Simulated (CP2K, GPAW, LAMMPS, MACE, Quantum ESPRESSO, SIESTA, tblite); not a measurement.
# A vacancy of O in amorphous 59Ga2O3-41P2O5 (mol %) (64 atoms): do the methods agree on the site?

Aim: compare the energies of a vacancy of O at unlike sites of amorphous 59Ga2O3-41P2O5 (mol %) (64 atoms), with plane waves as the reference.

The results are calculated values.

## (1) The cell

The cell holds 64 atoms (13 Ga, 9 P and 42 O), with edges of 9.22, 9.22 and 9.22 Å. Recipe: 64 atoms (13 Fe, 9 P, 42 O) placed at random at 3.33 g/cm³, melted at 5000 K for 10 ps at fixed volume with the Morse and Coulomb pair potential with partial charges (Pedone, Malavasi, Menziani, Cormack and Segre, J. Phys. Chem. B 110, 11780 (2006)). Quenched from 5000 K to 300 K at 100 K/ps and fixed volume, held 10 ps at zero pressure, then minimised at fixed cell. Then Fe was replaced by Ga and the cell scaled by 1.005 (the potential has no terms for the new elements, so the cell is a start for a DFT relaxation). Then the atoms were relaxed with MACE MPA-0 medium in the fixed cell.

## (2) The reference input

Quantum ESPRESSO 7.5: Kohn-Sham DFT, PBE, SSSP efficiency 1.3.0 pseudopotentials, plane waves. Its input, pw.in, for the unchanged cell:

```
&control
  calculation = 'scf'
  pseudo_dir = './pseudo'
  outdir = './tmp'
  disk_io = 'none'
  tprnfor = .true.
  tstress = .true.
/
&system
  ibrav = 0
  nat = 64
  ntyp = 3
  ecutwfc = 60
  ecutrho = 480
  nosym = .true.
  occupations = 'smearing'
  smearing = 'fd'
  degauss = 0.003675
/
&electrons
  conv_thr = 3.2e-07
  electron_maxstep = 100
  mixing_beta = 0.4
  mixing_mode = 'plain'
  diagonalization = 'david'
/
ATOMIC_SPECIES
Ga 69.723 Ga.upf
P 30.974 P.upf
O 15.999 O.upf
CELL_PARAMETERS angstrom
9.21782 0.00000 0.00000
0.00000 9.21782 0.00000
0.00000 0.00000 9.21782
ATOMIC_POSITIONS crystal
Ga 0.36516 0.07197 0.18228
Ga 0.92541 0.18999 0.80907
Ga 0.74429 0.06559 0.52479
Ga 0.24490 0.43719 0.29570
[... 58 atom lines left out ...]
O 0.76382 0.88947 0.63951
O 0.75868 0.18874 0.69634
K_POINTS gamma
```

```console
$ OMP_NUM_THREADS=1 mpirun -np 4 pw.x -in pw.in > output.txt
```

It took 2.6 min on 4 MPI ranks of Arm Neoverse V2, shared host; peak memory 2.3 GiB; 10 min of CPU time.

It converged with an r.m.s. force component of 0.11 eV/Å and a pressure of 2.3 GPa.

## (3) Levels of theory

The levels share the cells and solve them as single points, though not every level runs every cell. CPU time is summed over a level's finished runs, on a host shared with the other runs, so it is rough; the force column is the median over cells of the r.m.s. difference of force components from the reference.

| level | basis or training data | k-points | runs finished | CPU time | peak memory (GiB) | force difference (meV/Å) |
| --- | --- | --- | --- | --- | --- | --- |
| QE, PBE | plane waves, SSSP efficiency, 60/480 Ry | Γ | 4 of 4 | 46 min | 2.3 | reference |
| CP2K double zeta, PBE | DZVP-UZH, GTH-PBE potentials, 800 Ry | Γ | 3 of 3 | 15 min | 4.9 | 79 |
| GPAW dzp, PBE | dzp orbitals, PAW, h 0.18 Å | Γ | 3 of 3 | 5 min | 1.4 | 526 |
| SIESTA DZP, PBE | DZP orbitals, shift 0.01 Ry, mesh 500 Ry | Γ | 3 of 3 | 13 min | 1.7 | 235 |
| tblite GFN1-xTB | tight binding with its own dispersion term | Γ | 3 of 3 | 11 s | 0.11 | 361 |
| MACE MP-0b3 medium | trained on PBE(+U) plane-wave data | - | 4 of 4 | 27 s | 0.97 | 163 |
| MACE MPA-0 medium | trained on PBE(+U) plane-wave data | - | 4 of 4 | 27 s | 0.96 | 137 |

The reference's own r.m.s. force component runs from 112 to 150 meV/Å over these cells. MACE MPA-0 medium relaxed the atoms, so in the cells that it relaxed its own forces are small, and its entry isn't an independent test there.

## (4) The sites

Each changed cell was relaxed with MACE MPA-0 medium before the single points. Neighbours are the site's nearest atoms before the change.

```tsv
site	nearest atoms	their mean distance (Å)	atoms within 6 Å	largest move on relaxing (Å)	longest force left in the reference (eV/Å)
O50	P	1.51	70	0.37	0.61
O44	GaP	1.74	70	0.76	0.87
O25	Ga3	1.92	81	0.51	0.47
```

## (5) Site energies

All changed cells hold the same atoms, so within one level their energies compare with no chemical potential. Energies in eV, less that of O50, the reference's cheapest site; the last column is the largest deviation from the reference once each row's mean is taken off.

```tsv
level	O50	O44	O25	cheapest	largest deviation
QE, PBE	0.00	0.21	0.38	O50	-
CP2K double zeta, PBE	0.00	0.16	0.39	O50	0.04
GPAW dzp, PBE	0.00	-0.15	0.73	O44	0.36
SIESTA DZP, PBE	0.00	0.15	0.60	O50	0.17
tblite GFN1-xTB	0.00	0.49	-1.35	O25	1.25
MACE MP-0b3 medium	0.00	0.25	0.29	O50	0.08
MACE MPA-0 medium	0.00	0.07	0.49	O50	0.13
```

## (6) What came out

In the reference the cheapest site is O50 (P) and the dearest O25 (Ga3), 0.38 eV higher. 4 of the 6 other levels pick the same cheapest site; GPAW dzp, PBE picks O44 and tblite GFN1-xTB picks O25. CP2K double zeta, PBE follows the reference most closely (0.04 eV at worst) and tblite GFN1-xTB least (1.25 eV).

The other programs at PBE deviate by 0.36 eV at most, the learned potentials by 0.08 to 0.13 eV. The reference's gap of 2.41 eV in the unchanged cell becomes 1.40 eV (O50), 1.30 eV (O44) and 2.30 eV (O25).

Caveats: The geometries are those of MACE MPA-0 medium; forces of up to 0.87 eV/Å remain in the reference, so relaxing in DFT would lower the energies, by amounts that can differ from site to site and can change the order. For MACE MPA-0 medium alone these are relaxed energies. Defects interact with their periodic images. The reference has no spin polarisation, so cut bonds at a vacancy can't carry moments. Only 3 of the 42 O sites are compared. Learned potentials don't solve for electrons, so the charge or spin state of a defect can't be set in them. The quench rate of 100 K/ps is many orders above laboratory rates, so the cell is likely richer in defects and strain than a real sample. The reference samples only Γ, in a cell whose shortest periodic width is 9 Å. The reference isn't exact: its cutoffs and mesh weren't converged further here, and in our tests on small cells the SSSP efficiency potentials stood apart from two norm-conserving sets for C–F bonds most, for P–O and Y–O bonds less. SIESTA's automatically made basis is far from complete, and its potentials were converted by us (checked for H, C, O, Si, Ge and Ca alone). GPAW's Ga setup keeps the 3d shell in the core. The reference's 60/480 Ry lie under the cutoffs that SSSP recommends for Ga (70/560 Ry). Spin–orbit coupling is left out. Where levels are smeared, the DFT runs use Fermi–Dirac occupations at 580 K (0.05 eV), and energies are free energies.

[Logs are printed without paths, hosts, clocks, repeated set-up lines and the standing remarks that a program may print on its own settings, such as how far it seeks lower states.]

[Hosts, paths, dates, database ids (printed as entryN), source tags and the programs' standing remarks are cut or masked in the printed files.]
